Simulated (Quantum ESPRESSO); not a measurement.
# Y2Al3Fe with and without spin polarisation

Wanted: the size of the moments of Y2Al3Fe in the parallel state.

Method: LDA; plane waves with GBRV 1.5 LDA potentials, no spin-orbit coupling, in Quantum ESPRESSO 7.5.

## 1. The starting structure

Symmetry: R-3m, No. 166, trigonal system. The conventional cell has a = 5.539 Å, b = 5.539 Å, c = 13.145 Å, α = 90.00°, β = 90.00°, γ = 120.00°. Nearest to Y lie 9 Al at 3.16 to 3.22 Å and 3 Fe at 3.24 Å and 4 Y at 3.30 to 3.37 Å. Nearest to Al lie 2 Fe at 2.71 Å and 4 Al at 2.77 Å and 6 Y at 3.16 to 3.22 Å. Nearest to Fe lie 6 Al at 2.71 Å and 6 Y at 3.24 Å. Farther neighbours are not listed.

The cell comes from Materials Project 2023-11-01, a database of computed structures, and need not be the stable phase.

## 2. Run 1, typed as ferro +

The signs are those of the starting moments on the seeded atoms, the atoms that are given a moment.

Contents of pw.in:

```
&CONTROL
  calculation = 'scf'
  prefix = 'pwscf'
  outdir = './tmp'
  pseudo_dir = './pseudo'
  disk_io = 'nowf'
  tprnfor = .true.
  tstress = .true.
/
&SYSTEM
  ibrav = 0
  celldm(1) = 8
  nat = 6
  ntyp = 3
  ecutwfc = 40
  ecutrho = 280
  nbnd = 35
  occupations = 'smearing'
  smearing = 'fd'
  degauss = 0.00999582
  nspin = 2
  starting_magnetization(1) = 0
  starting_magnetization(2) = 0
  starting_magnetization(3) = 0.175
/
&ELECTRONS
  conv_thr = 1.2d-08
  electron_maxstep = 150
  mixing_beta = 0.3
/
ATOMIC_SPECIES
Y      88.9058 y_lda_v1.4.uspp.F.UPF
Al     26.9815 al_lda_v1.uspp.F.UPF
Fe     55.8450 fe_lda_v1.5.uspp.F.UPF
CELL_PARAMETERS alat
   0.6541702194559    0.3776853522924    1.0349914184757
  -0.6541702194559    0.3776853522924    1.0349914184757
   0.0000000000000   -0.7553707045848    1.0349914184757
ATOMIC_POSITIONS crystal
Y       0.6256905500    0.6256905500    0.6256905500
Y       0.3743094500    0.3743094500    0.3743094500
Al      0.0000000000    0.5000000000    0.0000000000
Al      0.5000000000    0.0000000000    0.0000000000
Al      0.0000000000    0.0000000000    0.5000000000
Fe      0.0000000000    0.0000000000    0.0000000000
K_POINTS automatic
6 6 6 0 0 0
```

The run is started by

```
$ OMP_NUM_THREADS=1 mpirun -n 2 pw.x -nk 2 -in pw.in > pw.out
```

The log of the run:

```text
Program PWSCF v.7.5 starts

     Message from routine setup:
     using ibrav=0 with symmetry is DISCOURAGED, use correct ibrav instead

     K-points division:     npool     =       2
     Subspace diagonalization in iterative solution of the eigenvalue problem:

     G-vector sticks info
     --------------------
     sticks:   dense  smooth     PW     G-vecs:    dense   smooth      PW
     Sum        2049    1175    353                62037    26859    4417

     Using Slab Decomposition

     bravais-lattice index     =            0
     lattice parameter (alat)  =       8.0000  a.u.
     unit-cell volume          =     785.5591 (a.u.)^3
     number of atoms/cell      =            6
     number of atomic types    =            3
     number of electrons       =        47.00
     number of Kohn-Sham states=           35
     kinetic-energy cutoff     =      40.0000  Ry
     charge density cutoff     =     280.0000  Ry
     scf convergence threshold =      1.2E-08
     mixing beta               =       0.3000
     number of iterations used =            8  plain     mixing
     Exchange-correlation=  SLA  PZ   NOGX NOGC
                           (   1   1   0   0   0   0   0)

     celldm(1)=   8.000000  celldm(2)=   0.000000  celldm(3)=   0.000000
     celldm(4)=   0.000000  celldm(5)=   0.000000  celldm(6)=   0.000000

     crystal axes: (cart. coord. in units of alat)
               a(1) = (   0.654170   0.377685   1.034991 )
               a(2) = (  -0.654170   0.377685   1.034991 )
               a(3) = (   0.000000  -0.755371   1.034991 )

     reciprocal axes: (cart. coord. in units 2 pi/alat)
               b(1) = (  0.764327  0.441284  0.322064 )
               b(2) = ( -0.764327  0.441284  0.322064 )
               b(3) = (  0.000000 -0.882569  0.322064 )

     PseudoPot. # 1 for Y  read from file:
     y_lda_v1.4.uspp.F.UPF
     Pseudo is Ultrasoft + core correction, Zval = 11.0
     Generated by new atomic code, or converted to UPF format
     Using radial grid of  885 points,  6 beta functions with:
                l(1) =   0
                l(2) =   0
                l(3) =   1
                l(4) =   1
                l(5) =   2
                l(6) =   2
     Q(r) pseudized with  8 coefficients,  rinner =    1.200   1.200   1.200
                                                       1.200   1.200

     PseudoPot. # 2 for Al read from file:
     al_lda_v1.uspp.F.UPF
     Pseudo is Ultrasoft + core correction, Zval =  3.0
     Generated by new atomic code, or converted to UPF format
     Using radial grid of  893 points,  3 beta functions with:
                l(1) =   0
                l(2) =   1
                l(3) =   2
     Q(r) pseudized with  8 coefficients,  rinner =    0.900   0.900   0.900
                                                       0.900   0.900

     PseudoPot. # 3 for Fe read from file:
     fe_lda_v1.5.uspp.F.UPF
     Pseudo is Ultrasoft + core correction, Zval = 16.0
     Generated by new atomic code, or converted to UPF format
     Using radial grid of  861 points,  6 beta functions with:
                l(1) =   0
                l(2) =   0
                l(3) =   1
                l(4) =   1
                l(5) =   2
                l(6) =   2
     Q(r) pseudized with  8 coefficients,  rinner =    1.000   1.000   1.000
                                                       1.000   1.000

     atomic species   valence    mass     pseudopotential
     Y                11.00    88.90580     Y ( 1.00)
     Al                3.00    26.98150     Al( 1.00)
     Fe               16.00    55.84500     Fe( 1.00)

     Starting magnetic structure
     atomic species   magnetization
     Y               0.000
     Al              0.000
     Fe              0.175

     12 Sym. Ops., with inversion, found

   Cartesian axes

     site n.     atom                  positions (alat units)
         1        Y      tau(   1) = (   0.0000000  -0.0000000   1.9427530  )
         2        Y      tau(   2) = (  -0.0000000  -0.0000000   1.1622212  )
         3        Al     tau(   3) = (  -0.3270851   0.1888427   0.5174957  )
         4        Al     tau(   4) = (   0.3270851   0.1888427   0.5174957  )
         5        Al     tau(   5) = (   0.0000000  -0.3776854   0.5174957  )
         6        Fe     tau(   6) = (   0.0000000   0.0000000   0.0000000  )

     number of k points=    32  Fermi-Dirac smearing, width (Ry)=  0.0100
                       cart. coord. in units 2pi/alat
        k(    1) = (   0.0000000   0.0000000   0.0000000), wk =   0.0046296
        k(    2) = (   0.0000000  -0.1470948   0.0536773), wk =   0.0277778
        k(    3) = (   0.0000000  -0.2941896   0.1073546), wk =   0.0277778
        k(    4) = (   0.0000000   0.4412844  -0.1610319), wk =   0.0138889
        k(    5) = (  -0.1273878  -0.0735474   0.1073546), wk =   0.0277778
        [... 27 further k-points ...]

     Dense  grid:    62037 G-vectors     FFT dimensions: (  60,  60,  60)

     Smooth grid:    26859 G-vectors     FFT dimensions: (  45,  45,  45)

     Check: negative core charge=   -0.000010
     Generating pointlists ...
     new r_m :   0.3082 (alat units)  2.4658 (a.u.) for type    1
     new r_m :   0.2643 (alat units)  2.1142 (a.u.) for type    2
     new r_m :   0.2643 (alat units)  2.1142 (a.u.) for type    3

     Initial potential from superposition of free atoms

     starting charge      45.9859, renormalised to      47.0000
     Starting wfcs are   51 randomized atomic wfcs

     Self-consistent Calculation

     iteration #  1     ecut=    40.00 Ry     beta= 0.30
     Davidson diagonalization with overlap
     ethr =  1.00E-02,  avg # of iterations =  3.0

     total energy              =    -453.39145022 Ry
     estimated scf accuracy    <       7.12739574 Ry

     total magnetization       =     0.35 Bohr mag/cell
     absolute magnetization    =     0.53 Bohr mag/cell

     iteration #  2     ecut=    40.00 Ry     beta= 0.30
     Davidson diagonalization with overlap
     ethr =  1.00E-02,  avg # of iterations =  4.3

     total energy              =    -455.06712968 Ry
     estimated scf accuracy    <      32.62379059 Ry

     total magnetization       =     0.11 Bohr mag/cell
     absolute magnetization    =     0.15 Bohr mag/cell

     iteration #  3     ecut=    40.00 Ry     beta= 0.30
     Davidson diagonalization with overlap
     ethr =  1.00E-02,  avg # of iterations =  4.1

     total energy              =    -455.97173767 Ry
     estimated scf accuracy    <       1.85120662 Ry

     total magnetization       =     2.22 Bohr mag/cell
     absolute magnetization    =     2.59 Bohr mag/cell

     [... further iterations left out ...]

     iteration # 16     ecut=    40.00 Ry     beta= 0.30
     Davidson diagonalization with overlap
     ethr =  1.50E-08,  avg # of iterations =  1.6

     total energy              =    -456.06662079 Ry
     estimated scf accuracy    <       0.00000026 Ry

     total magnetization       =     1.91 Bohr mag/cell
     absolute magnetization    =     2.55 Bohr mag/cell

     iteration # 17     ecut=    40.00 Ry     beta= 0.30
     Davidson diagonalization with overlap
     ethr =  5.59E-10,  avg # of iterations =  4.3

     total energy              =    -456.06662145 Ry
     estimated scf accuracy    <       0.00000026 Ry

     total magnetization       =     1.92 Bohr mag/cell
     absolute magnetization    =     2.56 Bohr mag/cell

     iteration # 18     ecut=    40.00 Ry     beta= 0.30
     Davidson diagonalization with overlap
     ethr =  5.59E-10,  avg # of iterations =  1.5

     total energy              =    -456.06662151 Ry
     estimated scf accuracy    <       0.00000002 Ry

     total magnetization       =     1.92 Bohr mag/cell
     absolute magnetization    =     2.56 Bohr mag/cell

     iteration # 19     ecut=    40.00 Ry     beta= 0.30
     Davidson diagonalization with overlap
     ethr =  3.97E-11,  avg # of iterations =  3.3

     Magnetic moment per site  (integrated on atomic sphere of radius R)
     atom   1 (R=0.308)  charge=  9.0956  magn= -0.0343
     atom   2 (R=0.308)  charge=  9.0956  magn= -0.0343
     atom   3 (R=0.264)  charge=  1.5171  magn= -0.0135
     atom   4 (R=0.264)  charge=  1.5171  magn= -0.0135
     atom   5 (R=0.264)  charge=  1.5171  magn= -0.0135
     atom   6 (R=0.264)  charge= 14.7761  magn=  2.0734

     End of self-consistent calculation

     [... lines left out ...]
     the Fermi energy is    10.1485 ev

!    total energy              =    -456.06662152 Ry
     estimated scf accuracy    <          2.6E-09 Ry
     smearing contrib. (-TS)   =      -0.02443142 Ry
     internal energy E=F+TS    =    -456.04219010 Ry

     The total energy is F=E-TS. E is the sum of the following terms:
     one-electron contribution =    -244.52215716 Ry
     hartree contribution      =     138.97084491 Ry
     xc contribution           =     -96.16727123 Ry
     ewald contribution        =    -254.32360661 Ry

     total magnetization       =     1.92 Bohr mag/cell
     absolute magnetization    =     2.55 Bohr mag/cell

     convergence has been achieved in  19 iterations

     Forces acting on atoms (cartesian axes, Ry/au):

     atom    1 type  1   force =     0.00000000   -0.00000000    0.00473487
     atom    2 type  1   force =    -0.00000000    0.00000000   -0.00473487
     atom    3 type  2   force =    -0.00000000    0.00000000    0.00000000
     atom    4 type  2   force =     0.00000000    0.00000000    0.00000000
     atom    5 type  2   force =     0.00000000    0.00000000    0.00000000
     atom    6 type  3   force =     0.00000000    0.00000000    0.00000000

     Total force =     0.006696     Total SCF correction =     0.000001

     Computing stress (Cartesian axis) and pressure

          total   stress  (Ry/bohr**3)                   (kbar)     P=      -60.84
  -0.00039925   0.00000000   0.00000000          -58.73        0.00        0.00
   0.00000000  -0.00039925   0.00000000            0.00      -58.73        0.00
   0.00000000   0.00000000  -0.00044217            0.00        0.00      -65.05

=------------------------------------------------------------------------------=
   JOB DONE.
=------------------------------------------------------------------------------=
```

It took 2.3 min on 2 MPI ranks of Arm Neoverse V2, shared host; peak memory 0.53 GiB; 4.5 min of CPU time.

Spin moment in the atom's sphere by atom:

```csv
atom,spin moment in the atom's sphere (μB)
Y1,-0.03
Y2,-0.03
Al3,-0.01
Al4,-0.01
Al5,-0.01
Fe6,2.07
```

This step gave:

```
smearing term TS       : 0.3324 eV
pressure               : -6.084 GPa
magnetization          : 1.916 μB
absolute magnetization : 2.554 μB
final state            : ferromagnetic
```

(Part 1 of 2 ends here.)

[Logs and program files are shortened in this print: banners, set-up blocks, solver, clock and traceback lines can be left out without a mark of their own.]

[Logs are printed without paths, hosts, clocks, repeated set-up lines and the standing remarks that a program may print on its own settings, such as how far it seeks lower states.]

[Hosts, paths, dates, database ids (printed as entryN), source tags and the programs' standing remarks are cut or masked in the printed files.]

[Where a cell is said to come from a database of computed structures, the database is the Materials Project.]
